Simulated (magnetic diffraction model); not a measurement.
**Cr6IrPb4: what an assumed order does to the neutron pattern**

Space group P-6m2 (no. 187), a = 7.6660 Å, c = 4.1090 Å.

```
site  atom       x       y    z
  3k    Pb  0.6122  0.8061  1/2
  1e    Pb     2/3     1/3    0
  1a    Ir       0       0    0
  3k    Cr  0.4020  0.2010  1/2
  3j    Cr  0.0710  0.5355    0
```

This is a made-up structure (elements placed in a structure type, unrelaxed), so the numbers test the method and describe no known phase.

Only Cr is taken to order (form factors of Cr2+); orders and moment sizes are assumed, and not adapted to the symmetry. Radiation: neutrons of λ = 2.567 Å (absorption by Ir left out), 3° to 100°; isotropic B of 0.16 Å² (Pb), 0.13 Å² (Ir) and 0.17 Å² (Cr). Simulated constant-wavelength pattern: nuclear and magnetic terms add, the magnetic one as |2.695 fm × Σ f S⊥ exp(2πi Q·r) exp(−B s²)|², summed over all Q at one angle with the factor 1/(sin²θ cos θ). For collinear order S is the moment m, which repeats by lattice and centring translations R with the sign exp(−2πi k·R). Free-ion form factors, Sears's scattering lengths of 1992, no absorption; a label names one of the reflections at its angle. The strongest nuclear line in the range is 100, and lines under 0.2 are left out.

Assume the order k = (1/2 1/2 1/2), collinear moments along [100], 1.12 μB on Cr; signs + at (0.4020, 0.2010, 1/2), − at (0.7990, 0.5980, 1/2), − at (0.7990, 0.2010, 1/2), − at (0.0710, 0.5355, 0), + at (0.4645, 0.9290, 0), + at (0.4645, 0.5355, 0).

Q: Where does magnetic intensity appear, and how strong is it?

```
2θ (°)           index  nuclear  magnetic
 21.17  (1/2 -1/2 1/2)      0.0       2.6
 22.29         (1 0 0)      1.0       0.0
 26.47   (1/2 1/2 1/2)      0.0       7.8
 34.88  (3/2 -1/2 1/2)      0.0       4.2
 36.40         (0 0 1)      2.4       0.0
 38.46  (3/2 -3/2 1/2)      0.0       0.3
 39.13         (1 1 0)      7.3       0.0
 43.10         (1 0 1)     23.8       0.0
 44.91   (3/2 1/2 1/2)      0.0       1.5
 45.49         (2 0 0)     34.6       0.0
 53.41  (5/2 -3/2 1/2)      0.0       1.9
 54.51         (1 1 1)     78.4       0.0
 56.03  (5/2 -1/2 1/2)      0.0       1.1
 57.16  (1/2 -1/2 3/2)      0.0       0.2
 59.61         (2 0 1)    100.0       0.0
 59.68   (1/2 1/2 3/2)      0.0       1.0
 61.53         (2 1 0)     59.4       0.0
 63.47   (3/2 3/2 1/2)      0.0       0.3
 64.53  (3/2 -1/2 3/2)      0.0       1.4
 68.17   (1/2 5/2 1/2)      0.0       0.6
 71.46   (3/2 1/2 3/2)      0.0       0.5
 73.64         (2 1 1)     69.4       0.0
 74.94  (3/2 -7/2 1/2)      0.0       0.3
 77.32         (0 0 2)     52.9       0.0
 78.12  (3/2 -5/2 3/2)      0.0       0.7
 80.30  (5/2 -1/2 3/2)      0.0       0.4
 81.68         (1 0 2)      0.2       0.0
 82.41         (3 0 1)     78.2       0.0
 84.09         (2 2 0)     74.1       0.0
 87.97   (5/2 3/2 1/2)      0.0       0.5
 88.38         (3 1 0)      0.6       0.0
 90.28         (1 1 2)      4.3       0.0
 91.05   (5/2 1/2 3/2)      0.0       0.2
 94.56         (2 0 2)     25.6       0.0
 96.55   (7/2 1/2 1/2)      0.0       0.2
 99.61         (3 1 1)     28.9       0.0
```

The strongest magnetic line in the range is (1/2 1/2 1/2) at 26.47° (7.8). On top of the Lorentz factor, which all lines share, magnetic lines fade with angle because f falls: for Cr2+ it is 0.88, 0.62, 0.37 and 0.09 at sin θ/λ = 0.1, 0.2, 0.3 and 0.5 Å⁻¹, while nuclear lengths stay constant. The order has no net moment.

[Logs are printed without paths, hosts, clocks, repeated set-up lines and the standing remarks that a program may print on its own settings, such as how far it seeks lower states.]
